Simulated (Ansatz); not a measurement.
**Core levels in a random alloy: Al5Ir3 (Ir on 38 % of the Al sites, one arrangement)**

Aim: core-level shifts of both metals in Al5Ir3 (Ir on 38 % of the Al sites, one arrangement), site by site. Spin–orbit coupling is left out of the bands throughout.

Program: Ansatz 0.2.0. Level of theory: DFT, PBE, plane-wave PAW, default files, scalar-relativistic. Results are calculated unless marked as measured.

### 1. Set-up

The cell holds 16 atoms: 10 Al and 6 Ir. Its edges and angles: a = 6.890 Å, b = 6.890 Å, c = 6.890 Å, α = 109.5°, β = 109.5°, γ = 109.5°. It derives from Al and Ir. How the cell was made: random alloy; site: Al; solute: Ir; fraction 0.375; sites picked by the rule 'random', which a small cell need not show; lattice typed at the start.

### 2. Relaxation

Atoms near a foreign or missing neighbour move off the ideal sites, so they are relaxed first.

input.yaml reads:

```yaml
crystal:
  lattice:
    - [-3.9779466805, 3.9779466805, 3.9779466805]
    - [3.9779466805, -3.9779466805, 3.9779466805]
    - [3.9779466805, 3.9779466805, -3.9779466805]
  atoms:
    - { symbol: Al, position: [0.0, 0.25, 0.75] }
    - { symbol: Al, position: [0.0, 0.5, 0.5] }
    - { symbol: Al, position: [0.0, 0.75, 0.25] }
    - { symbol: Ir, position: [0.25, 0.0, 0.75] }
    - { symbol: Ir, position: [0.0, 0.0, 0.0] }
    - { symbol: Al, position: [0.25, 0.25, 0.5] }
    - { symbol: Al, position: [0.25, 0.5, 0.25] }
    - { symbol: Al, position: [0.5, 0.75, 0.75] }
    - { symbol: Al, position: [0.25, 0.75, 0.0] }
    - { symbol: Ir, position: [0.5, 0.0, 0.5] }
    - { symbol: Al, position: [0.5, 0.25, 0.25] }
    - { symbol: Al, position: [0.75, 0.5, 0.75] }
    - { symbol: Ir, position: [0.5, 0.5, 0.0] }
    - { symbol: Al, position: [0.75, 0.75, 0.5] }
    - { symbol: Ir, position: [0.75, 0.0, 0.25] }
    - { symbol: Ir, position: [0.75, 0.25, 0.0] }
kpoints:
  mp_grid: { grid: [4, 4, 4] }
scf:
  occupations: { method: fermi_dirac, width: 0.08 }
  n_extra_bands: 16
hamiltonian:
  xc: pbe
  pseudopotentials: { kind: paw }
output:
  forces: true
relax:
  f_tol: 0.04
  max_steps: 35
```

The run is started by

```sh
ansatz run input.yaml --threads 4 --pin off --max-ram 14336MiB --backend cpu --events-out ev --progress --plain --runs-dir out
```

Numbers of over 12 decimals in the logs are rounded to 6 here.

Output:

```text
scf.n_extra_bands = 16 over 66 filled bands (N_el = 132.0): the run solves 82 bands
Engine: ansatz 0.2.0, x86_64-unknown-linux-gnu
Pseudopotentials: kind: paw
Pseudopotential: Al, paw, valence charge 3, recommended cutoff 420 eV (normal), Al.paw.azcp
Pseudopotential: Ir, paw, valence charge 17, recommended cutoff 420 eV (normal), Ir.paw.azcp
Functional definition: PBE
  parameter kappa = 0.804
  parameter beta = 0.066725
  exchange = pbe_x(kappa = kappa, mu = beta*pi^2/3)
  correlation = pbe_c(beta = beta)
Crystal: 16 atoms, lattice volume = 251.789 Å³
Basis set: ecut = 420 eV, 4921 PW (Γ), exchange–correlation on 96×96×96 points (8 copies of the dense FFT grid, shifted against one another)
Bands: 82, of which v1, the nominal top of the filled ones, is band 66 counted from 1 (65 counted from 0)
Symmetry: 1 space group operations
Space group: P1 (ITA 1), of the structure as read, at distance tolerance 6.3e-5 Å
k-points: 36 of 64 (time reversal used)
Non-local potential: Al, projectors of the file, l = 0: 2, l = 1: 2, l = 2: 1
Non-local potential: Ir, projectors of the file, l = 0: 3, l = 1: 2, l = 2: 2, l = 3: 1
PAW form: soft (Blöchl's): semilocal exchange-correlation on the pseudo side does not see the compensation charge
PAW one-centre angular grid: Al, 110 points (default); XC on 64 Gauss nodes
PAW one-centre angular grid: Ir, 590 points (default); XC on 64 Gauss nodes
Initial density: superposition of atomic densities (neutral atoms: chi_scale 0, normalization atom), corrected by the library's trained network
Initial wavefunctions: pseudopotential atomic-orbital guess
Functional: x = pbe(κ = 0.804, μ = 0.219515), c = pbe(β = 0.066725)
SCF iter   1: F=—  HF=-76993.790686 eV  |F-HF|=—  |Δ(HF+E_count)|=         —  Δρ=5.71e-3  dr2=1.12e-1  ethr=1.77e-3  ⟨swp⟩=6.2  Hψ=11551  notcnv=0  defer=21
preconditioner: auto → Kerker (q_TF=auto, 2.450 Å⁻¹)  [metal: Δε(μ)=0.006 eV  Ē_g=6.018 eV  σ=0.080 eV  W_gap=0.02  n_scr=54 (ndim 8)  ℏωp=21.4 eV  f_vac=0.000  D(μ)=7.80/eV (n_scr^D=54)]
SCF iter   2: F=—  HF=-76993.783115 eV  |F-HF|=—  |Δ(HF+E_count)|=   7.57e-3  Δρ=2.91e-3  dr2=3.06e-2  ethr=8.52e-5  ⟨swp⟩=1.0  Hψ=3420  notcnv=0  defer=61
SCF iter   3: F=—  HF=-76993.779682 eV  |F-HF|=—  |Δ(HF+E_count)|=   3.43e-3  Δρ=4.95e-4  dr2=1.24e-3  ethr=2.32e-5  ⟨swp⟩=2.5  Hψ=4252  notcnv=0  defer=61
SCF iter   4: F=—  HF=-76993.779476 eV  |F-HF|=—  |Δ(HF+E_count)|=   2.06e-4  Δρ=1.41e-4  dr2=1.29e-4  ethr=9.37e-7  ⟨swp⟩=2.1  Hψ=4312  notcnv=0  defer=61
iter 5 did not close the SCF: its close was put off for the readings that it lacked (scf_convergence_deferred on its scf_iter line)
SCF iter   5: F=-76993.779444 eV  HF=-76993.779446 eV  |F-HF|=1.82e-6  |Δ(HF+E_count)|=   3.01e-5  Δρ=3.26e-5  dr2=3.60e-6  ethr=9.78e-8  ⟨swp⟩=2.1  Hψ=4220  notcnv=0  defer=61
SCF iter   6: F=-76993.779445 eV  HF=-76993.779445 eV  |F-HF|=4.40e-8  |Δ(HF+E_count)|=   7.18e-7  Δρ=6.42e-6  dr2=1.18e-7  ethr=2.73e-9  ⟨swp⟩=1.7  Hψ=7592  notcnv=0
SCF 1 converged in 6 iterations: F = -76993.779445 eV  dr2 = 1.18e-7
  greatest PAW one-centre occupation: 1.000 electrons in one spin orbital (limit 2), on the Ir atom at site 15 (counted from 0), in its partial waves of l = 0
relax step   1: F+E_penalty+E_count = -76993.77944507 eV  Δ(F+E_penalty+E_count) = +0.000e0 eV  max|allowed force component| = 1.354e0 eV/Å  Δτ_max = 0.0000 Å  (6 SCF iters, dr2 threshold 4.00e-5 eV, accepted)
Initial density: handed on by an earlier stage of this run
Initial wavefunctions: those handed on with the density
iter 1 solved again at ethr=6.77e-4 eV; its pass at ethr=3.10e-3 eV (dr2=8.94e-1 eV) is discarded
SCF iter   1: F=—  HF=-76995.412532 eV  |F-HF|=—  |Δ(HF+E_count)|=         —  Δρ=1.55e-2  dr2=8.95e-1  ethr=6.77e-4  ⟨swp⟩=1.0  Hψ=11689  notcnv=0  defer=101
preconditioner: auto → Kerker (q_TF=auto, 2.450 Å⁻¹)  [metal: Δε(μ)=0.002 eV  Ē_g=6.190 eV  σ=0.080 eV  W_gap=0.01  n_scr=54 (ndim 8)  ℏωp=21.4 eV  f_vac=0.000  D(μ)=6.85/eV (n_scr^D=42)]
SCF iter   2: F=—  HF=-76995.304964 eV  |F-HF|=—  |Δ(HF+E_count)|=   1.08e-1  Δρ=8.99e-3  dr2=3.62e-1  ethr=6.77e-4  ⟨swp⟩=1.0  Hψ=2835  notcnv=0  defer=101
SCF iter   3: F=—  HF=-76995.228987 eV  |F-HF|=—  |Δ(HF+E_count)|=   7.60e-2  Δρ=1.08e-3  dr2=4.78e-3  ethr=2.74e-4  ⟨swp⟩=2.4  Hψ=4561  notcnv=0  defer=101
SCF iter   4: F=—  HF=-76995.227652 eV  |F-HF|=—  |Δ(HF+E_count)|=   1.34e-3  Δρ=2.12e-4  dr2=1.50e-4  ethr=3.62e-6  ⟨swp⟩=2.2  Hψ=4334  notcnv=0  defer=117
iter 5 did not close the SCF: its close was put off for the readings that it lacked (scf_convergence_deferred on its scf_iter line)
SCF iter   5: F=-76995.227621 eV  HF=-76995.227627 eV  |F-HF|=5.83e-6  |Δ(HF+E_count)|=   2.49e-5  Δρ=4.48e-5  dr2=9.34e-6  ethr=1.14e-7  ⟨swp⟩=2.2  Hψ=4228  notcnv=0  defer=117
SCF iter   6: F=-76995.227625 eV  HF=-76995.227625 eV  |F-HF|=2.28e-7  |Δ(HF+E_count)|=   1.88e-6  Δρ=9.11e-6  dr2=3.46e-7  ethr=7.08e-9  ⟨swp⟩=1.6  Hψ=7498  notcnv=0
SCF 2 converged in 6 iterations: F = -76995.227625 eV  dr2 = 3.46e-7
  greatest PAW one-centre occupation: 1.000 electrons in one spin orbital (limit 2), on the Ir atom at site 3 (counted from 0), in its partial waves of l = 0
relax step   2: F+E_penalty+E_count = -76995.22762489 eV  Δ(F+E_penalty+E_count) = -1.448e0 eV  max|allowed force component| = 9.887e-1 eV/Å  Δτ_max = 0.1950 Å  (6 SCF iters, dr2 threshold 1.00e-4 eV, accepted)
iter 1 solved again at ethr=4.25e-4 eV; its pass at ethr=3.10e-3 eV (dr2=5.62e-1 eV) is discarded
SCF iter   1: F=—  HF=-76995.853919 eV  |F-HF|=—  |Δ(HF+E_count)|=         —  Δρ=1.40e-2  dr2=5.67e-1  ethr=4.25e-4  ⟨swp⟩=1.0  Hψ=11118  notcnv=0  defer=108
preconditioner: auto → Kerker (q_TF=auto, 2.450 Å⁻¹)  [metal: Δε(μ)=0.012 eV  Ē_g=6.267 eV  σ=0.080 eV  W_gap=0.04  n_scr=54 (ndim 8)  ℏωp=21.4 eV  f_vac=0.000  D(μ)=6.65/eV (n_scr^D=42)]
SCF iter   2: F=—  HF=-76995.774808 eV  |F-HF|=—  |Δ(HF+E_count)|=   7.91e-2  Δρ=8.16e-3  dr2=2.36e-1  ethr=4.25e-4  ⟨swp⟩=1.0  Hψ=2834  notcnv=0  defer=108
SCF iter   3: F=—  HF=-76995.719286 eV  |F-HF|=—  |Δ(HF+E_count)|=   5.55e-2  Δρ=1.01e-3  dr2=2.71e-3  ethr=1.79e-4  ⟨swp⟩=2.2  Hψ=4645  notcnv=0  defer=108
SCF iter   4: F=—  HF=-76995.718367 eV  |F-HF|=—  |Δ(HF+E_count)|=   9.19e-4  Δρ=1.64e-4  dr2=1.36e-4  ethr=2.05e-6  ⟨swp⟩=2.2  Hψ=4450  notcnv=0  defer=116
iter 5 did not close the SCF: its close was put off for the readings that it lacked (scf_convergence_deferred on its scf_iter line)
SCF iter   5: F=-76995.718332 eV  HF=-76995.718339 eV  |F-HF|=7.20e-6  |Δ(HF+E_count)|=   2.82e-5  Δρ=4.60e-5  dr2=1.04e-5  ethr=1.03e-7  ⟨swp⟩=2.0  Hψ=4174  notcnv=0  defer=118
SCF iter   6: F=-76995.718337 eV  HF=-76995.718337 eV  |F-HF|=3.83e-7  |Δ(HF+E_count)|=   2.21e-6  Δρ=1.04e-5  dr2=5.37e-7  ethr=7.86e-9  ⟨swp⟩=1.6  Hψ=7527  notcnv=0
SCF 3 converged in 6 iterations: F = -76995.718337 eV  dr2 = 5.37e-7
relax step   3: F+E_penalty+E_count = -76995.71833660 eV  Δ(F+E_penalty+E_count) = -4.907e-1 eV  max|allowed force component| = 5.053e-1 eV/Å  Δτ_max = 0.1949 Å  (6 SCF iters, dr2 threshold 6.11e-5 eV, accepted)
[... from here on, the SCF cycles and remarks between the steps are left out ...]
relax step   4: F+E_penalty+E_count = -76995.81397079 eV  Δ(F+E_penalty+E_count) = -9.563e-2 eV  max|allowed force component| = 2.372e-1 eV/Å  Δτ_max = 0.2000 Å  (6 SCF iters, dr2 threshold 6.67e-5 eV, accepted)
relax step   5: F+E_penalty+E_count = -76995.84919388 eV  Δ(F+E_penalty+E_count) = -3.522e-2 eV  max|allowed force component| = 9.704e-2 eV/Å  Δτ_max = 0.1058 Å  (6 SCF iters, dr2 threshold 1.24e-5 eV, accepted)
relax step   6: F+E_penalty+E_count = -76995.84756584 eV  Δ(F+E_penalty+E_count) = +1.628e-3 eV  max|allowed force component| = 1.419e-1 eV/Å  Δτ_max = 0.0685 Å  (7 SCF iters, rejected (line search))
relax step   7: F+E_penalty+E_count = -76995.85506158 eV  Δ(F+E_penalty+E_count) = -5.868e-3 eV  max|allowed force component| = 4.282e-2 eV/Å  Δτ_max = 0.0343 Å  (6 SCF iters, accepted)
relax step   8: F+E_penalty+E_count = -76995.86258722 eV  Δ(F+E_penalty+E_count) = -7.526e-3 eV  max|allowed force component| = 5.548e-2 eV/Å  Δτ_max = 0.1000 Å  (6 SCF iters, accepted)
relax step   9: F+E_penalty+E_count = -76995.85069910 eV  Δ(F+E_penalty+E_count) = +1.189e-2 eV  max|allowed force component| = 2.924e-1 eV/Å  Δτ_max = 0.1450 Å  (7 SCF iters, rejected (line search))
relax step  10: F+E_penalty+E_count = -76995.87153019 eV  Δ(F+E_penalty+E_count) = -8.943e-3 eV  max|allowed force component| = 4.382e-2 eV/Å  Δτ_max = 0.0656 Å  (6 SCF iters, accepted)
SCF iter   1: F=—  HF=-76995.874979 eV  |F-HF|=—  |Δ(HF+E_count)|=         —  Δρ=1.61e-3  dr2=7.36e-3  ethr=6.86e-5  ⟨swp⟩=2.1  Hψ=5685  notcnv=0  defer=115
preconditioner: auto → Kerker (q_TF=auto, 2.450 Å⁻¹)  [metal: Δε(μ)=0.006 eV  Ē_g=6.281 eV  σ=0.080 eV  W_gap=0.02  n_scr=54 (ndim 8)  ℏωp=21.4 eV  f_vac=0.000  D(μ)=6.50/eV (n_scr^D=42)]
SCF iter   2: F=—  HF=-76995.873968 eV  |F-HF|=—  |Δ(HF+E_count)|=   1.01e-3  Δρ=9.32e-4  dr2=2.82e-3  ethr=5.58e-6  ⟨swp⟩=1.0  Hψ=3420  notcnv=0  defer=115
SCF iter   3: F=—  HF=-76995.873303 eV  |F-HF|=—  |Δ(HF+E_count)|=   6.65e-4  Δρ=1.08e-4  dr2=3.31e-5  ethr=2.13e-6  ⟨swp⟩=2.4  Hψ=4171  notcnv=0  defer=115
SCF iter   4: F=—  HF=-76995.873002 eV  |F-HF|=—  |Δ(HF+E_count)|=   3.01e-4  Δρ=2.11e-5  dr2=1.36e-6  ethr=2.51e-8  ⟨swp⟩=2.2  Hψ=4364  notcnv=0  defer=115
SCF iter   5: F=—  HF=-76995.873002 eV  |F-HF|=—  |Δ(HF+E_count)|=   2.01e-7  Δρ=5.34e-6  dr2=1.14e-7  ethr=1.03e-9  ⟨swp⟩=2.5  Hψ=4357  notcnv=0  defer=115
SCF iter   6: F=-76995.873002 eV  HF=-76995.873002 eV  |F-HF|=5.44e-9  |Δ(HF+E_count)|=   1.82e-8  Δρ=1.19e-6  dr2=7.83e-9  ethr=7.58e-11  ⟨swp⟩=3.0  Hψ=7743  notcnv=0
SCF 11 converged in 6 iterations: F = -76995.873002 eV  dr2 = 7.83e-9
relax step  11: F+E_penalty+E_count = -76995.87300174 eV  Δ(F+E_penalty+E_count) = -1.472e-3 eV  max|allowed force component| = 1.326e-2 eV/Å  Δτ_max = 0.0217 Å  (6 SCF iters, accepted)
SCF converged after 6 iterations
Free energy (F): -76995.873002 eV
Harris-Foulkes:  -76995.873002 eV  (|F-HF|=5.44e-9)
Internal energy: -76995.738392 eV  (E = F + TS)
E sigma→0 (E₀):  -76995.805697 eV
Entropy (-TS):   -0.134610 eV (-8.413 meV/atom)
Fermi energy:    13.435526 eV
--- Per-component energies (eV) ---
  E_band       = -1393.674100
  E_kinetic    = 3971.215654
  E_local      = -13283.787006  (includes V_loc(G=0)·N_el)
  E_nonlocal   = 536.793251
  E_hartree    = 5451.886963
  E_xc         = -2006.361403
  E_vxc        = -2091.590261  (∫ρ·V_xc dr)
  E_paw        = -60014.849364  (= ΣΔE_a)
  E_vpaw       = -1430.080651  (= ΣTr[D̂ρ^β])
  E_aug_tail   = 0.000366  (compensation charges beyond the density's cutoff)
  E_ewald      = -11650.636852
  E_smearing   = -0.134610  (= −TS)
  E_closure    = 0.000000  (closes the sum)
  Σ components = -76995.873002   (vs F -76995.873002, Δ=0.00e0)
--- Forces (eV/Å), atoms counted from 1 ---
  atom   1  Al     0.00710596     0.00250193    -0.00456462
  atom   2  Al    -0.00065630     0.00847359     0.00588271
  atom   3  Al     0.00013877     0.00089064     0.00047635
  atom   4  Ir    -0.00000199    -0.00063951    -0.00282595
  atom   5  Ir    -0.00607479    -0.00459102     0.00291015
  atom   6  Al     0.00538114    -0.00615021     0.00414869
  atom   7  Al    -0.00031229     0.00833186    -0.00167686
  atom   8  Al    -0.00561464    -0.00415190     0.00152917
  atom   9  Al    -0.00239003     0.00153200    -0.00073214
  atom  10  Ir    -0.01160359     0.00475240     0.00472925
  atom  11  Al     0.00092812    -0.00174052    -0.00626238
  atom  12  Al    -0.00379068    -0.00241257     0.00396091
  atom  13  Ir    -0.00504035     0.00178588    -0.00452178
  atom  14  Al     0.00702479     0.00067213     0.00609004
  atom  15  Ir     0.01325549     0.00186991    -0.00628413
  atom  16  Ir     0.00165421    -0.01111698    -0.00285515
  max |Σ_I F_I| component: 7.62e-6 eV/Å
--- Relaxed structure (11 steps of the walk, 9 accepted, 0 SCFs on fresh bases) ---
  F+E_penalty+E_count = -76995.87300174 eV   max|allowed force component| = 1.326e-2 eV/Å
  atoms:
    - { symbol: Al, position: [-0.00368087, 0.225296, 0.764836] }
    - { symbol: Al, position: [-0.00202371, 0.486301, 0.474566] }
    - { symbol: Al, position: [-0.001995, 0.760722, 0.248258] }
    - { symbol: Ir, position: [0.226768, -0.058542, 0.725597] }
    - { symbol: Ir, position: [-0.029342, -0.055827, -0.029318] }
    - { symbol: Al, position: [0.248301, 0.237004, 0.519104] }
    - { symbol: Al, position: [0.254603, 0.506872, 0.248084] }
    - { symbol: Al, position: [0.538010, 0.818850, 0.788532] }
    - { symbol: Al, position: [0.282345, 0.770349, 0.016008] }
    - { symbol: Ir, position: [0.468033, 0.00652205, 0.466511] }
    - { symbol: Al, position: [0.498044, 0.235089, 0.204129] }
    - { symbol: Al, position: [0.719549, 0.489052, 0.765053] }
    - { symbol: Ir, position: [0.456860, 0.489592, -0.010622] }
    - { symbol: Al, position: [0.744871, 0.756505, 0.493070] }
    - { symbol: Ir, position: [0.799985, 0.028679, 0.304470] }
    - { symbol: Ir, position: [0.799673, 0.303535, 0.021719] }
```

It took 3.4 min on 4 threads of Intel Xeon at 2.50GHz (Skylake/Cascade Lake), shared host; peak memory 1.1 GiB; 13 min of CPU time.

The steps of the relaxation:

```csv
step,energy less that of the first step (eV),largest force component (eV/Å)
1,0.0000,1.3537
2,-1.4482,0.9887
3,-1.9389,0.5053
4,-2.0345,0.2372
5,-2.0697,0.0970
6,-2.0681,0.1419
7,-2.0756,0.0428
8,-2.0831,0.0555
9,-2.0713,0.2924
10,-2.0921,0.0438
11,-2.0936,0.0133
```

Relaxation steps 6, 9 were tried and not accepted.

The atoms that moved most (Å):

```csv
atom,dx,dy,dz,length
Al8,0.276,0.031,0.272,0.389
Ir16,0.102,0.071,0.324,0.347
Ir15,0.132,0.301,0.096,0.343
Ir4,-0.238,0.043,-0.228,0.332
Ir5,-0.222,-0.011,-0.222,0.314
Al11,-0.234,-0.131,0.115,0.292
Ir10,0.020,-0.286,0.032,0.289
Al12,0.137,-0.018,-0.225,0.264
```

Final coordinates:

```cif
data_structure
_symmetry_space_group_name_H-M 'P 1'
_symmetry_Int_Tables_number 1
_cell_length_a 6.8900
_cell_length_b 6.8900
_cell_length_c 6.8900
_cell_angle_alpha 109.471
_cell_angle_beta 109.471
_cell_angle_gamma 109.471
_cell_volume 251.79
loop_
_atom_site_label
_atom_site_type_symbol
_atom_site_fract_x
_atom_site_fract_y
_atom_site_fract_z
_atom_site_occupancy
Al1 Al 0.99632 0.22530 0.76484 1
Al2 Al 0.99798 0.48630 0.47457 1
Al3 Al 0.99801 0.76072 0.24826 1
Ir4 Ir 0.22677 0.94146 0.72560 1
Ir5 Ir 0.97066 0.94417 0.97068 1
Al6 Al 0.24830 0.23700 0.51910 1
Al7 Al 0.25460 0.50687 0.24808 1
Al8 Al 0.53801 0.81885 0.78853 1
Al9 Al 0.28235 0.77035 0.01601 1
Ir10 Ir 0.46803 0.00652 0.46651 1
Al11 Al 0.49804 0.23509 0.20413 1
Al12 Al 0.71955 0.48905 0.76505 1
Ir13 Ir 0.45686 0.48959 0.98938 1
Al14 Al 0.74487 0.75650 0.49307 1
Ir15 Ir 0.79998 0.02868 0.30447 1
Ir16 Ir 0.79967 0.30353 0.02172 1
```

This step gave:

```
free energy             : -76995.8730 eV
energy at zero smearing : -76995.8057 eV
smearing term TS        : 0.1346 eV
Fermi energy            : 13.44 eV
symmetry operations     : 1
```

The relaxation ends 131 meV an atom lower, with a largest force component of 0.013 eV/Å.

(Continued in part 2 of 2.)

[Logs are printed without paths, hosts, clocks, repeated set-up lines and the standing remarks that a program may print on its own settings, such as how far it seeks lower states.]

[Hosts, paths, dates, database ids (printed as entryN), source tags and the programs' standing remarks are cut or masked in the printed files.]

[Maps of the electrostatic potential energy from Ansatz leave out the sawtooth potential of an applied field or a dipole correction, so their vacuum need not be flat; work functions include it.]
